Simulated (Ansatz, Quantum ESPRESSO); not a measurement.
# SnO2 (Cassiterite): modes at Γ and the response to a field, part 5 of 5

Wanted: the vibrations of SnO2 (Cassiterite) at Γ, by two programs.

Quantum ESPRESSO 7.5; DFT LDA, scalar-relativistic, plane waves, PseudoDojo norm-conserving pseudopotentials.

So far, highest mode moved by the LO-TO term (cm⁻¹): step 8 (modes along a direction of q (1 0 0)) 734; step 9 (the LO-TO splitting (0 0 1)) 672; step 10 (modes along a direction of q (1 1 1)) 720; step 11 (a second program, LDA norm-conserving PseudoDojo) 734.

## (13) The same in Ansatz

The same cell goes through another code, with its own cutoff. It uses its own PAW datasets, so the potentials differ. Its k mesh is centred on Γ.

This step: DFT LDA, scalar-relativistic, plane waves, PAW (Ansatz 0.2.0).

File input.yaml:

```yaml
crystal:
  lattice:
    - [4.7241812685, 0.0, 0.0]
    - [0.0, 4.7241812685, 0.0]
    - [0.0, 0.0, 3.1954129527]
  atoms:
    - { symbol: Sn, position: [0.0, 0.0, 0.0] }
    - { symbol: Sn, position: [0.5, 0.5, 0.5] }
    - { symbol: O, position: [0.3062148182, 0.3062148182, 0.0] }
    - { symbol: O, position: [0.1937851818, 0.8062148182, 0.5] }
    - { symbol: O, position: [0.6937851818, 0.6937851818, 0.0] }
    - { symbol: O, position: [0.8062148182, 0.1937851818, 0.5] }
kpoints:
  mp_grid: { grid: [6, 6, 8] }
hamiltonian:
  xc: lda
scf:
  occupations: { method: fixed }
output:
  eigenvalues: true
phonons:
  method: dfpt
  dielectric: true
  rigid_motions: translations
```

Command:

```console
$ ansatz run input.yaml --threads 8 --pin off --max-ram 16384MiB --backend cpu --events-out ev --progress --plain --runs-dir out
```

Numbers of over 12 decimals in the logs are rounded to 6 here.

The program printed:

```text
[...]
Crystal: 6 atoms, lattice volume = 71.315 Å³
Basis set: ecut = 420 eV, 1411 PW (Γ), exchange–correlation on 64×64×48 points (8 copies of the dense FFT grid, shifted against one another)
Bands: 32, of which v1, the nominal top of the filled ones, is band 26 counted from 1 (25 counted from 0)
Symmetry: 16 space group operations
k-points: 148 of 288 (irreducible under 1 space group operation, time reversal used)
[...]
SCF iter   1: F=—  HF=-13980.426537 eV  |F-HF|=—  |Δ(HF+E_count)|=         —  Δρ=1.89e-2  dr2=2.12e-1  ethr=1.77e-3  ⟨swp⟩=4.6  Hψ=17639  notcnv=0  defer=590
[...]
SCF iter   8: F=-13980.362414 eV  HF=-13980.362414 eV  |F-HF|=2.00e-11  |Δ(HF+E_count)|=  2.93e-10  Δρ=3.42e-7  dr2=8.34e-11  ethr=1.00e-12  ⟨swp⟩=13.4  Hψ=32443  notcnv=0
SCF 1 converged in 8 iterations: F = -13980.362414 eV  dr2 = 8.34e-11
[...]
Bands: 27, of which v1, the nominal top of the filled ones, is band 26 counted from 1 (25 counted from 0)
k-points: 24 of 288
[...]
Eigensolver: Dense (24 Hₖ)
SCF iter   1: F=—  HF=-13980.343158 eV  |F-HF|=—  |Δ(HF+E_count)|=         —  Δρ=7.08e-4  dr2=6.75e-5  ethr=1.00e-1
[...]
SCF iter   4: F=-13980.343128 eV  HF=-13980.343128 eV  |F-HF|=4.23e-9  |Δ(HF+E_count)|=   5.82e-7  Δρ=5.84e-6  dr2=2.06e-8  ethr=3.22e-9
SCF 1 converged in 4 iterations: F = -13980.343128 eV  dr2 = 2.06e-8
[...]
SCF converged after 8 iterations
Free energy (F): -13980.362414 eV
[...]
Internal energy: -13980.362414 eV  (E = F + TS)
E sigma→0 (E₀):  -13980.362414 eV
Fermi energy:    9.210133 eV
[...]
--- Band table (eV; the first three rows and the last of 148) ---
  k-point 0: bands = [... 22 lower, 7.9362, 8.4137, 8.4137, 9.2101, 10.3425, 15.1218, 15.2857, 15.2857, ... 2 higher]
  k-point 1: bands = [... 22 lower, 7.3510, 8.4473, 8.4473, 9.0739, 11.3080, 15.4441, 15.9407, 15.9407, ... 2 higher]
  k-point 2: bands = [... 22 lower, 6.6770, 8.3451, 8.3451, 8.6884, 12.9049, 15.9248, 17.3725, 17.3725, ... 2 higher]
  k-point 147: bands = [... 22 lower, 8.2280, 8.2280, 8.3695, 8.3695, 13.9024, 13.9024, 17.8595, 17.8595, ... 2 higher]
[...]
ASR residual: 1.976e-4 → 0.000e0 eV/Å²; symmetrization residual: 2.631e-6 eV/Å²
  ASR residual per site (eV/Å²): 1.37e-4 1.37e-4 1.98e-4 1.98e-4 1.98e-4 1.98e-4
[...]
ε∞ (high-frequency dielectric tensor):
        4.446613     0.000000     0.000000
        0.000000     4.446613     0.000000
        0.000000     0.000000     4.783164
  ε⁰ (static dielectric tensor: ions relaxed, cell fixed):
       13.019351    -0.000000    -0.000000
       -0.000000    13.019351     0.000000
       -0.000000     0.000000    10.151687
  ε⁰ − ε∞ (ionic part):
        8.572738    -0.000000    -0.000000
       -0.000000     8.572738     0.000000
       -0.000000     0.000000     5.368523
[...]
Born effective charges Z* (e; rows j = field, columns β = displacement):
    site 0:
         4.12098    0.45618    0.00000
         0.45618    4.12098    0.00000
         0.00000    0.00000    4.53866
    site 1:
         4.12098   -0.45618    0.00000
        -0.45618    4.12098    0.00000
         0.00000    0.00000    4.53866
    site 2:
        -2.06049   -0.73171    0.00000
        -0.73171   -2.06049    0.00000
         0.00000    0.00000   -2.26933
    site 3:
        -2.06049    0.73171    0.00000
         0.73171   -2.06049    0.00000
         0.00000    0.00000   -2.26933
    site 4:
        -2.06049   -0.73171    0.00000
        -0.73171   -2.06049    0.00000
         0.00000    0.00000   -2.26933
    site 5:
        -2.06049    0.73171    0.00000
         0.73171   -2.06049    0.00000
         0.00000    0.00000   -2.26933
  Z* charge neutrality: 9.848e-3 e pre-enforcement
[...]
optical modes at Γ without the LO–TO term, one row a degenerate level:
      ω (cm⁻¹)  modes    IR ((D/Å)²/amu)
        105.43      1             0.0000
        146.42      1             0.0000
        223.88      2            19.4062
        279.70      2             4.6884
        347.59      1             0.0000
        458.35      1            37.7116
        464.92      2             0.0000
        557.26      1             0.0000
        593.38      2            44.4233
        624.78      1             0.0000
        751.87      1             0.0000
  optical modes at Γ + LO–TO along q̂ = [1.0000, 0.0000, 0.0000]:
      ω (cm⁻¹)  modes    IR ((D/Å)²/amu)
        105.43      1             0.0000
        146.42      1             0.0000
[...]
optical modes at Γ + LO–TO along q̂ = [0.0000, 1.0000, 0.0000]:
      ω (cm⁻¹)  modes    IR ((D/Å)²/amu)
[...]
751.87      1             0.0000
  optical modes at Γ + LO–TO along q̂ = [0.0000, 0.0000, 1.0000]:
      ω (cm⁻¹)  modes    IR ((D/Å)²/amu)
        105.43      1             0.0000
        146.42      1             0.0000
        223.88      2            19.4062
        279.70      2             4.6884
        347.59      1             0.0000
        464.92      2             0.0000
        557.26      1             0.0000
        593.38      2            44.4233
        624.78      1             0.0000
        667.75      1            37.7116
        751.87      1             0.0000
```

Wall time 41 s (8 threads of Arm Neoverse V2, shared host); peak memory 1.7 GiB; 4.9 min of CPU time.

Numbers from this step:

| Item | Value |
| --- | --- |
| gap on the k-mesh | 1.132 eV |
| sum-rule residual before enforcement | 1.98e-4 eV/Å² |
| miss of the charge sum rule | 0.009848 e |
| estimated error of the dielectric tensor | 0.01794 |
| estimated error of the Born charges | 0.03990 e |
| highest optical zone-centre mode (no LO-TO term) | 751.9 cm⁻¹ |
| lowest optical zone-centre mode | 105.4 cm⁻¹ |
| mean high-frequency dielectric constant | 4.559 |
| largest Born charge in size (third of the trace) | 4.260 e |
| mean static dielectric constant | 12.06 |
| highest mode moved by the LO-TO term | 729.5 cm⁻¹ |

Transverse modes. Lines of the infrared spectrum (strongest = 100):

```
position (cm⁻¹)  label  IR intensity ((D/Å)²/amu), degenerate modes summed, relative
            105    B1g                                                           0.0
            146    B1u                                                           0.0
            224     Eu                                                            44
            280     Eu                                                            11
            348    A2g                                                           0.0
            458    A2u                                                            85
            465     Eg                                                           0.0
            557    B1u                                                           0.0
            593     Eu                                                           100
            625    A1g                                                           0.0
            752    B2g                                                           0.0
```

The log warns that the force constants on this k mesh are to be taken as unconverged.

## (14) The two compared: QE PseudoDojo and Ansatz, PAW

Worked out from the results:

```
root-mean-square difference : 3.51 cm⁻¹
largest difference          : 5.37 cm⁻¹
```

The 12 of 15 modes that differ most. Frequencies side by side:

```
q (reciprocal lattice)  mode  QE PseudoDojo (cm⁻¹)  Ansatz, PAW (cm⁻¹)
                 0 0 0     4                 101.8               105.4
                 0 0 0     6                 222.7               223.9
                 0 0 0     7                 222.7               223.9
                 0 0 0     8                 280.5               279.7
                 0 0 0    11                 463.3               458.4
                 0 0 0    12                 468.8               464.9
                 0 0 0    13                 468.8               464.9
                 0 0 0    14                 562.6               557.3
                 0 0 0    15                 598.5               593.4
                 0 0 0    16                 598.5               593.4
                 0 0 0    17                 628.7               624.8
                 0 0 0    18                 755.8               751.9
```

The two runs side by side. Further quantities:

```
                                                                               quantity  QE PseudoDojo  Ansatz, PAW
                                                                                mean ε∞          4.576        4.559
largest Born charge in size (e; the first before, the second after the charge sum rule)          4.276         4.26
                                                       summed IR intensity ((D/Å)²/amu)          107.1        106.2
```

At the zone centre the largest difference (acoustic modes at Γ apart) is 0.7 % of the highest mode.

## (15) Outcome

| Quantity | Value |
| --- | --- |
| space group after relaxation | P4_2/mnm |
| volume per atom | 11.9 Å³ |
| gap on the k-mesh | 1.12 eV |
| highest optical zone-centre mode (no LO-TO term) | 755.8 cm⁻¹ |
| lowest optical zone-centre mode | 101.8 cm⁻¹ |
| highest mode moved by the LO-TO term | 734.2 cm⁻¹ |
| mean high-frequency dielectric constant | 4.58 |
| largest Born charge in size (third of the trace) | 4.28 e |
| mean static dielectric constant | 12.1 |
| imaginary optical modes at the zone centre (no q mesh in this session) | none |
| largest difference from Ansatz, library NC | 0.32 cm⁻¹ |

What this shows: At the LDA level the optical modes of SnO2 (Cassiterite) at the zone centre (no LO-TO term) run from 102 to 756 cm⁻¹. Along the directions run, the highest mode that the macroscopic field moves lies at 734 cm⁻¹. Lattice motion raises the mean dielectric constant from 4.576 to 12.09. Of the 15 optical modes, 5 are Raman active alone, 3 are silent and 7 are infrared active alone; inversion symmetry keeps the two sets apart. QE PseudoDojo and Ansatz, library NC agree to 0.32 cm⁻¹ (0.04 % of the highest mode compared) on all solved modes but the acoustic ones at Γ, without the LO-TO term. QE PseudoDojo and Ansatz, PAW differ by 3.5 cm⁻¹ in the root mean square and by 5.4 cm⁻¹ at most, 0.7 % of the highest mode compared (acoustic modes at Γ left out). These are harmonic frequencies at zero temperature: anharmonic shifts and linewidths and thermal expansion are left out. The published file for Sn has no f projectors, which tends to make oxide cells too large. Ansatz's log warns that force constants on this k mesh are to be taken as unconverged, an error that the frequencies of both programs share.

Comparison with the measured values:

```
              quantity  measured  LDA PseudoDojo norm-conserving, Quantum ESPRESSO
lattice constant a (Å)    4.7374                                    4.724 (-0.3 %)
lattice constant c (Å)    3.1864                                    3.195 (+0.3 %)
 Raman mode, Eg (cm⁻¹)       478                                      469 (-1.9 %)
Raman mode, B2g (cm⁻¹)       776                                      756 (-2.6 %)
```

Measured values from arxiv:1804.02786 (2018) and arxiv:1112.1813 (2011).

Verdict: The lattice constant a is off by -0.3 %: good agreement. The lattice constant c is off by +0.3 %: good agreement. The Raman mode is off by -1.9 %: good agreement. The Raman mode is off by -2.6 %: good agreement. The grades are ours: good and fair within 0.7 and 1.5 % for the lattice constant a, 0.8 and 2 % for the lattice constant c and 3 and 7 % for the Raman mode. For lattice constants and Raman mode the calculation has a static lattice, without zero-point motion or thermal expansion. Limits of convergence are named above.

[Host names and launcher messages were left out of these logs when they were recorded.]

[Logs are printed without paths, hosts, clocks, repeated set-up lines and the standing remarks that a program may print on its own settings, such as how far it seeks lower states.]

[Hosts, paths, dates, database ids (printed as entryN), source tags and the programs' standing remarks are cut or masked in the printed files.]
